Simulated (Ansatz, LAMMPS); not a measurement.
# Relaxing glassy 55SiO2-24Al2O3-11BaO-11CaO (mol %) (124 atoms)

Aim: bring glassy 55SiO2-24Al2O3-11BaO-11CaO (mol %) (124 atoms) to a nearby minimum of the energy and see what moves.

Main program and level: Ansatz 0.2.0; Kohn-Sham DFT, PBE, PAW (set soft_2), plane waves.

This is a report of a sequence of runs, with most program output left out.

### Step 1. Starting point

The cell holds 124 atoms: 21 Si, 18 Al, 4 Ba, 4 Ca and 77 O. Its edges and angles: a = 11.746 Å, b = 11.746 Å, c = 11.746 Å, α = 90.0°, β = 90.0°, γ = 90.0°. 124 atoms (21 Si, 18 Al, 4 Ba, 4 Ca, 77 O) placed at random at 2.93 g/cm³, melted at 4000 K for 10 ps at fixed volume with the Morse and Coulomb pair potential with partial charges (Pedone, Malavasi, Menziani, Cormack and Segre, J. Phys. Chem. B 110, 11780 (2006)). Quenched from 4000 K to 300 K at 60 K/ps and fixed volume, held 10 ps at zero pressure.

What the set-up can't give: The quench rate of 60 K/ps is orders of magnitude faster than experiment, which tends to freeze in extra defects. The starting topology of bonds comes from the classical model. The Brillouin zone is sampled at Γ only, in a cell whose shortest periodic width is 12 Å. The levels lack spin–orbit coupling, which is large for the heavy elements here.

### Step 2. Making the structure

A classical potential makes the cell, at a small fraction of what the same run would cost in DFT.

This step: classical MD, Morse and Coulomb pair potential with partial charges (Pedone, Malavasi, Menziani, Cormack and Segre, J. Phys. Chem. B 110, 11780 (2006)) (LAMMPS 22 Jul 2025 - Update 4).

The input, in.lmp:

```
# melt-quench of Si21Al18Ba4Ca4O77
units metal
atom_style charge
boundary p p p
region box block 0 11.9633 0 11.9633 0 11.9633
create_box 5 box
mass 1 28.0850   # Si
mass 2 26.9815   # Al
mass 3 137.3270   # Ba
mass 4 40.0780   # Ca
mass 5 15.9990   # O
create_atoms 1 random 21 231647 NULL overlap 1.5 maxtry 2000
create_atoms 2 random 18 231654 NULL overlap 1.5 maxtry 2000
create_atoms 3 random 4 231661 NULL overlap 1.5 maxtry 2000
create_atoms 4 random 4 231668 NULL overlap 1.5 maxtry 2000
create_atoms 5 random 77 231675 NULL overlap 1.5 maxtry 2000
pair_style hybrid/overlay pedone 5.5 coul/long 8.0
pair_coeff * * coul/long
pair_coeff 1 5 pedone 0.340554 2.006700 2.100000 1   # Si-O
pair_coeff 2 5 pedone 0.361581 1.900442 2.164818 0.9   # Al-O
pair_coeff 3 5 pedone 0.065011 1.547596 3.393410 5   # Ba-O
pair_coeff 4 5 pedone 0.030211 2.241334 2.923245 5   # Ca-O
pair_coeff 5 5 pedone 0.042395 1.379316 3.618701 22   # O-O
set type 1 charge 2.4
set type 2 charge 1.8
set type 3 charge 1.2
set type 4 charge 1.2
set type 5 charge -1.2
kspace_style pppm 1.0e-4
neigh_modify delay 0 every 1 check yes
thermo_style custom step time temp pe press density
thermo_modify norm yes
timestep 0.002
thermo 100
# [... 15 lines left out ...]
fix md all nvt temp 4000 300 0.2
run 30833 post no
unfix md
thermo 1666
fix md all npt temp 300 300 0.2 iso 0 0 2
run 5000 post no
unfix md
write_dump all custom glass.dump id type xs ys zs modify sort id
```

The run is started by

```console
$ lmp -in in.lmp -log none -nocite
```

It took 27 s on 1 thread of Intel Xeon Platinum 8488C (Sapphire Rapids), shared host; peak memory 0.07 GiB.

### Step 3. Single point at the start

The forces at the start show how far the geometry lies from a minimum of this functional.

The input, input.yaml:

```yaml
crystal:
  lattice:
    - [11.74621, 0.0, 0.0]
    - [0.0, 11.74621, 0.0]
    - [0.0, 0.0, 11.74621]
  atoms:
    - { symbol: Si, position: [0.46012, 0.77016, 0.89984] }
    - { symbol: Si, position: [0.32723, 0.32635, 0.84156] }
    - { symbol: Si, position: [0.22503, 0.34716, 0.18994] }
    - { symbol: Si, position: [0.44413, 0.15903, 0.37466] }
    - { symbol: Si, position: [0.04218, 0.46523, 0.03876] }
    - { symbol: Si, position: [0.3455, 0.98795, 0.80468] }
    - { symbol: Si, position: [0.73792, 0.98508, 0.89947] }
    - { symbol: Si, position: [0.4989, 0.50327, 0.52351] }
    - { symbol: Si, position: [0.33058, 0.78771, 0.48685] }
    - { symbol: Si, position: [0.42226, 0.93998, 0.20938] }
    - { symbol: Si, position: [0.02537, 0.11496, 0.49544] }
    - { symbol: Si, position: [0.66431, 0.92345, 0.32397] }
    - { symbol: Si, position: [0.24621, 0.7386, 0.15652] }
    - { symbol: Si, position: [0.76301, 0.19783, 0.73212] }
    - { symbol: Si, position: [0.50202, 0.07344, 0.99208] }
    - { symbol: Si, position: [0.10082, 0.12, 0.16116] }
    - { symbol: Si, position: [0.53563, 0.33721, 0.71811] }
    - { symbol: Si, position: [0.01573, 0.80821, 0.27209] }
    - { symbol: Si, position: [0.73404, 0.6187, 0.56694] }
    - { symbol: Si, position: [0.14191, 0.71678, 0.66656] }
    - { symbol: Si, position: [0.80254, 0.69276, 0.33373] }
    - { symbol: Al, position: [0.18212, 0.44419, 0.67823] }
    - { symbol: Al, position: [0.48747, 0.27807, 0.14983] }
    - { symbol: Al, position: [0.22911, 0.01026, 0.35517] }
    - { symbol: Al, position: [0.49189, 0.97827, 0.57579] }
    - { symbol: Al, position: [0.41612, 0.60402, 0.29735] }
    - { symbol: Al, position: [0.8964, 0.02835, 0.24858] }
    - { symbol: Al, position: [0.7318, 0.99994, 0.56838] }
    - { symbol: Al, position: [0.98531, 0.29657, 0.82891] }
    - { symbol: Al, position: [0.31286, 0.38806, 0.42718] }
    - { symbol: Al, position: [0.66181, 0.82777, 0.72345] }
    - { symbol: Al, position: [0.87353, 0.46976, 0.25767] }
    [... 86 atom lines left out ...]
    - { symbol: O, position: [0.36692, 0.04843, 0.30333] }
    - { symbol: O, position: [0.7701, 0.13951, 0.61783] }
    - { symbol: O, position: [0.44988, 0.00923, 0.09704] }
    - { symbol: O, position: [0.35259, 0.25073, 0.40819] }
    - { symbol: O, position: [0.95101, 0.89484, 0.19206] }
    - { symbol: O, position: [0.29175, 0.45417, 0.78401] }
kpoints:
  mp_grid: { grid: [1, 1, 1] }
hamiltonian:
  xc: pbe
scf:
  occupations: { method: gaussian, width: 0.025 }
output:
  forces: true
  stress: true
  populations: true
  dos:
    method: { smearing: { sigma: 0.08 } }
    de: 0.1
    projected: { site_lists: { Al: [Al], Ba: [Ba], Ca: [Ca], O: [O], Si: [Si] } }
  eigenvalues: true
```

The run is started by

```console
$ ansatz run input.yaml --threads 4 --pin off --max-ram 8192MiB --backend cpu --events-out ev --progress --plain --runs-dir out
```

Wall time 26 s (4 threads of Intel Xeon Platinum 8488C (Sapphire Rapids), shared host); peak memory 2.4 GiB; 93 s of CPU time.

Numbers from this run:

* free energy: -97935.2026 eV
* free energy per atom: -789.8000 eV/atom
* SCF cycles: 9
* pressure: 8.191 GPa
* r.m.s. force component: 1.198 eV/Å
* longest force: 5.23 eV/Å
* Fermi energy: 6.818 eV
* gap (highest filled to lowest empty level): 3.032 eV
* spilling of the projection: 0.01206

The r.m.s. force component of 1.2 eV/Å and the pressure of 8.2 GPa set the starting point.

Length of the force by element:

```csv
element,coordination,atoms,mean length of the force (eV/Å),spread,least,most
Al,all,18,1.81,0.733,0.56,2.99
Ba,all,4,0.693,0.0433,0.623,0.738
Ca,all,4,0.858,0.121,0.721,1.04
O,all,77,1.77,0.850,0.368,5.15
Si,all,21,2.47,1.27,0.430,5.23
```

### Step 4. Relaxation

With the cell held, the atoms are moved downhill towards a nearby minimum.

input.yaml, the sections that differ from step 3:

```yaml
output:
  forces: true
relax:
  f_tol: 0.05
  max_steps: 200
# crystal, kpoints, hamiltonian, scf: as in step 3
```

The job ended after 5.5 min (4 threads; peak memory 2.4 GiB).

The steps of the relaxation (22 of 27):

```csv
step,energy less that of the first step (eV),largest force component (eV/Å)
1,0.0000,4.6593
2,-4.9957,2.7696
3,-8.3428,0.8292
5,-9.6128,0.6010
6,-9.9255,0.7377
7,-10.0273,0.3219
8,-10.1412,0.2026
10,-10.2038,0.1058
11,-10.2198,0.0917
12,-10.2318,0.0828
13,-10.2385,0.0737
15,-10.2491,0.0704
16,-10.2413,0.2100
17,-10.2634,0.0695
18,-10.2695,0.1309
20,-10.2943,0.2156
21,-10.2970,0.1116
22,-10.2786,0.4681
23,-10.3287,0.1286
25,-10.3493,0.1278
26,-10.3297,0.1627
27,-10.3556,0.0432
```

Relaxation steps 16, 22, 26 were tried and not accepted.

The atoms that moved most (Å):

```csv
atom,dx,dy,dz,length
O58,0.291,-0.503,-0.570,0.814
O79,-0.276,-0.659,-0.344,0.793
Ba43,-0.420,-0.615,-0.197,0.770
O87,-0.614,-0.102,-0.336,0.707
O96,-0.666,-0.167,-0.046,0.689
O112,-0.173,-0.526,-0.299,0.629
O113,-0.401,-0.086,0.474,0.627
O77,0.423,-0.334,0.316,0.625
```

The relaxation changed the energy by -83.5 meV/atom, and atoms moved by 0.33 Å r.m.s., 0.81 Å at most.

### Step 5. Local order after relaxation

Bonds before and after, by the cutoffs listed below:

```csv
pair,bonds before,bonds after,mean before (Å),mean after (Å),spread before (Å),spread after (Å)
O-Si,84,84,1.609,1.636,0.053,0.032
O-Al,73,74,1.760,1.788,0.090,0.067
O-Ba,25,27,2.945,2.828,0.197,0.173
O-Ca,24,26,2.534,2.503,0.189,0.190
```

Density 3.09 g/cm³, 13.07 Å³ an atom.

g(r), total and by pair (bins of 0.2 Å):

```csv
r (Å),total,O-O,O-Si,O-Al,O-Ba,O-Ca,Si-Si
1.50,0.27,0.00,1.28,0.00,0.00,0.00,0.00
1.70,3.83,0.00,11.23,8.18,0.00,0.00,0.00
1.90,0.44,0.00,0.00,2.44,0.00,0.00,0.00
2.10,0.09,0.00,0.00,0.22,0.00,1.35,0.00
2.30,0.09,0.00,0.00,0.00,0.00,2.26,0.00
2.50,0.51,0.90,0.00,0.00,0.94,3.01,0.00
2.70,1.81,4.02,0.00,0.19,2.58,2.00,0.00
2.90,1.18,1.98,0.05,0.33,2.75,0.25,2.42
3.10,0.96,1.02,0.46,0.58,0.66,0.65,2.09
3.30,1.05,0.88,1.04,1.07,0.58,0.00,1.39
3.50,0.78,0.61,0.91,0.57,0.82,1.02,0.00
3.70,0.94,0.61,1.38,1.26,0.75,0.92,0.00
3.90,1.03,0.64,1.54,1.46,1.09,0.55,0.76
4.10,1.11,0.52,2.23,1.30,1.12,0.75,1.75
4.30,1.22,0.78,1.62,1.99,0.89,1.01,0.95
4.50,0.94,0.84,0.98,1.15,0.93,0.83,0.72
4.70,1.00,1.25,0.51,0.59,1.50,2.37,1.60
4.90,0.94,1.29,0.51,0.75,1.15,1.31,0.97
5.10,1.08,1.39,0.75,0.80,1.20,1.30,1.34
5.30,1.08,1.42,0.71,0.76,0.90,0.67,1.65
5.50,0.93,1.10,0.87,0.74,0.97,0.48,0.97
5.70,0.98,0.98,0.97,0.86,1.03,0.71,0.54
```

Bonds by pair of elements; cutoffs follow the first minimum of g(r), held within bounds set by covalent radii, and pairs that aren't listed don't count as bonded:

```csv
pair A-B,cutoff (Å),bonds,mean length (Å),spread (Å),shortest (Å),B about A,A about B
O-Si,2.12,84,1.64,0.032,1.56,1.09,4
O-Al,2.38,74,1.79,0.067,1.70,0.961,4.11
O-Ba,3.29,27,2.83,0.173,2.56,0.351,6.75
O-Ca,2.98,26,2.50,0.19,2.15,0.338,6.5
```

How many atoms have how many bonded neighbours:

```csv
element,mean,2,3,4,5,6,7,8
Al,4.11,0,0,16,2,0,0,0
Ba,6.75,0,0,0,1,0,2,1
Ca,6.5,0,0,0,0,2,2,0
O,2.74,26,45,6,0,0,0,0
Si,4,0,0,21,0,0,0,0
```

Bond angles (no mean is given where the spread exceeds 20°):

```csv
angle,count,mean (°),spread (°)
O-Si-O,126,109,5
O-Al-O,116,109,14
O-Ba-O,80,-,-
O-Ca-O,72,-,-
Al-O-Si,49,133,16.6
```

Oxygen atoms by the number of network formers (Si, P, Ge, B, Al, As, Ga) bound to them:

```csv
network formers bound to O,O atoms,per cent
0,0,0
1,4,5.2
2,65,84.4
3,8,10.4
```

Network units: each former by its oxygen neighbours and how many of them bridge to another former:

```csv
former,O neighbours,bridging O,atoms
Si,4,3,3
Si,4,4,18
Al,4,3,1
Al,4,4,15
Al,5,5,2
```

Bond length by coordination (bonds to H left out):

```csv
element,coordination,atoms,mean bond length (Å)
Al,4,16,1.77
Al,5,2,1.87
Ba,5,1,2.76
Ba,7,2,2.84
Ba,8,1,2.85
Ca,6,2,2.46
Ca,7,2,2.54
O,2,26,1.66
O,3,45,2.01
O,4,6,2.22
```

Rings of the network by King's shortest-path rule, up to 12 atoms, one path for each pair of neighbours; H, halogens, alkali and alkaline-earth atoms are left out, and the last column divides by all other atoms, bonded or not:

```csv
ring size (atoms),rings,per network atom
4,3,0.026
6,2,0.017
8,13,0.112
10,25,0.216
12,23,0.198
```

First main peaks of g(r), for some of the pairs, lie near 2.7 Å (O-O), 1.6 Å (O-Si), 1.8 Å (O-Al), 2.9 Å (O-Ba) and 2.4 Å (O-Ca). By these cutoffs 89 % of Al atoms have 4, 50 % of Ba atoms have 7, 50 % of Ca atoms have 6 and as many 7 and 58 % of O atoms have 3 bonded neighbours. The O-Si-O angle averages 109° with a spread of 5°. 84 % of the oxygens bridge two formers (Si and Al) and 5 % are non-bridging; 10 % join three. The commonest Si unit has 4 oxygens, 4 of them shared with other formers (18 of 21 atoms). Rings of 10 atoms are the most common (38 % of those counted); sizes run from 4 to 12, where the search stops.

### Step 6. Single point at the relaxed geometry

One more single point at the end of the walk gives the fuller output and checks the residual forces.

The input, input.yaml:

```yaml
crystal:
  lattice:
    - [11.74621, 0.0, 0.0]
    - [0.0, 11.74621, 0.0]
    - [0.0, 0.0, 11.74621]
  atoms:
    - { symbol: Si, position: [0.48532, 0.76686, 0.89342] }
    - { symbol: Si, position: [0.33781, 0.33808, 0.84114] }
    - { symbol: Si, position: [0.22263, 0.34012, 0.18848] }
    - { symbol: Si, position: [0.43785, 0.14809, 0.38969] }
    - { symbol: Si, position: [0.04301, 0.44805, 0.02514] }
    - { symbol: Si, position: [0.35223, 0.99787, 0.82988] }
    - { symbol: Si, position: [0.7481, 0.99824, 0.90453] }
    - { symbol: Si, position: [0.50752, 0.51815, 0.52461] }
    - { symbol: Si, position: [0.31059, 0.79047, 0.49714] }
    - { symbol: Si, position: [0.42225, 0.95534, 0.21944] }
    - { symbol: Si, position: [0.00301, 0.10433, 0.49443] }
    - { symbol: Si, position: [0.67496, 0.93214, 0.31025] }
    - { symbol: Si, position: [0.25304, 0.74856, 0.16064] }
    - { symbol: Si, position: [0.75987, 0.20633, 0.73201] }
    - { symbol: Si, position: [0.51731, 0.08354, 0.00352] }
    - { symbol: Si, position: [0.09191, 0.13671, 0.17449] }
    - { symbol: Si, position: [0.5415, 0.35827, 0.70603] }
    - { symbol: Si, position: [0.01259, 0.80237, 0.27896] }
    - { symbol: Si, position: [0.74282, 0.60398, 0.56334] }
    - { symbol: Si, position: [0.11471, 0.70155, 0.67161] }
    - { symbol: Si, position: [0.80492, 0.6859, 0.33182] }
    - { symbol: Al, position: [0.18015, 0.45266, 0.66611] }
    - { symbol: Al, position: [0.48495, 0.27443, 0.16686] }
    - { symbol: Al, position: [0.20895, 0.01684, 0.37184] }
    - { symbol: Al, position: [0.46293, 0.97072, 0.60356] }
    - { symbol: Al, position: [0.42643, 0.62142, 0.30094] }
    - { symbol: Al, position: [0.89873, 0.02148, 0.24639] }
    - { symbol: Al, position: [0.71126, 0.99902, 0.56836] }
    - { symbol: Al, position: [0.00686, 0.27719, 0.80036] }
    - { symbol: Al, position: [0.32212, 0.39045, 0.4156] }
    - { symbol: Al, position: [0.69127, 0.82797, 0.71433] }
    - { symbol: Al, position: [0.86764, 0.45566, 0.25085] }
    [... 86 atom lines left out ...]
    - { symbol: O, position: [0.35981, 0.0481, 0.31488] }
    - { symbol: O, position: [0.74527, 0.13718, 0.61385] }
    - { symbol: O, position: [0.44339, 0.02275, 0.10393] }
    - { symbol: O, position: [0.34942, 0.24532, 0.43388] }
    - { symbol: O, position: [0.95011, 0.88861, 0.18693] }
    - { symbol: O, position: [0.28911, 0.46211, 0.77373] }
kpoints:
  mp_grid: { grid: [1, 1, 1] }
hamiltonian:
  xc: pbe
scf:
  occupations: { method: gaussian, width: 0.025 }
output:
  forces: true
  stress: true
  populations: intrinsic
  dos:
    method: { smearing: { sigma: 0.08 } }
    de: 0.1
    projected: { site_lists: { Al: [Al], Ba: [Ba], Ca: [Ca], O: [O], Si: [Si] } }
  eigenvalues: true
  write_density: true
  write_potential: true
  volumetric_format: npy
```

Run time: 23 s. Hardware: 4 threads; peak memory 2.5 GiB; 85 s of CPU time.

The run gave:

```
free energy                                      : -97945.5582 eV
free energy per atom                             : -789.8835 eV/atom
SCF cycles                                       : 9
pressure                                         : 2.219 GPa
r.m.s. force component                           : 0.0086 eV/Å
longest force                                    : 0.05194 eV/Å
Fermi energy                                     : 6.631 eV
gap (highest filled to lowest empty level) : 3.989 eV
```

Intrinsic-atomic-orbital charges by element and coordination:

```csv
element,coordination,atoms,mean charge (e),spread,least,most
Al,all,18,1.29,0.0437,1.17,1.35
Al,4,16,1.29,0.0436,1.17,1.35
Al,5,2,1.26,0.0384,1.23,1.30
Ba,all,4,1.91,0.0121,1.90,1.93
Ba,5,1,1.90,0,1.90,1.90
Ba,7,2,1.91,0.0056,1.90,1.91
Ba,8,1,1.93,0,1.93,1.93
Ca,all,4,1.80,0.0223,1.77,1.82
Ca,6,2,1.79,0.0262,1.77,1.82
Ca,7,2,1.82,0.0033,1.81,1.82
O,all,77,-0.955,0.0795,-1.26,-0.831
O,2,26,-0.903,0.0403,-1.05,-0.853
O,3,45,-0.972,0.0771,-1.26,-0.831
O,4,6,-1.06,0.0747,-1.15,-0.936
Si,all,21,1.69,0.0339,1.63,1.77
```

[end of part 1 of 2]

[Logs are printed without paths, hosts, clocks, repeated set-up lines and the standing remarks that a program may print on its own settings, such as how far it seeks lower states.]

[Hosts, paths, dates, database ids (printed as entryN), source tags and the programs' standing remarks are cut or masked in the printed files.]
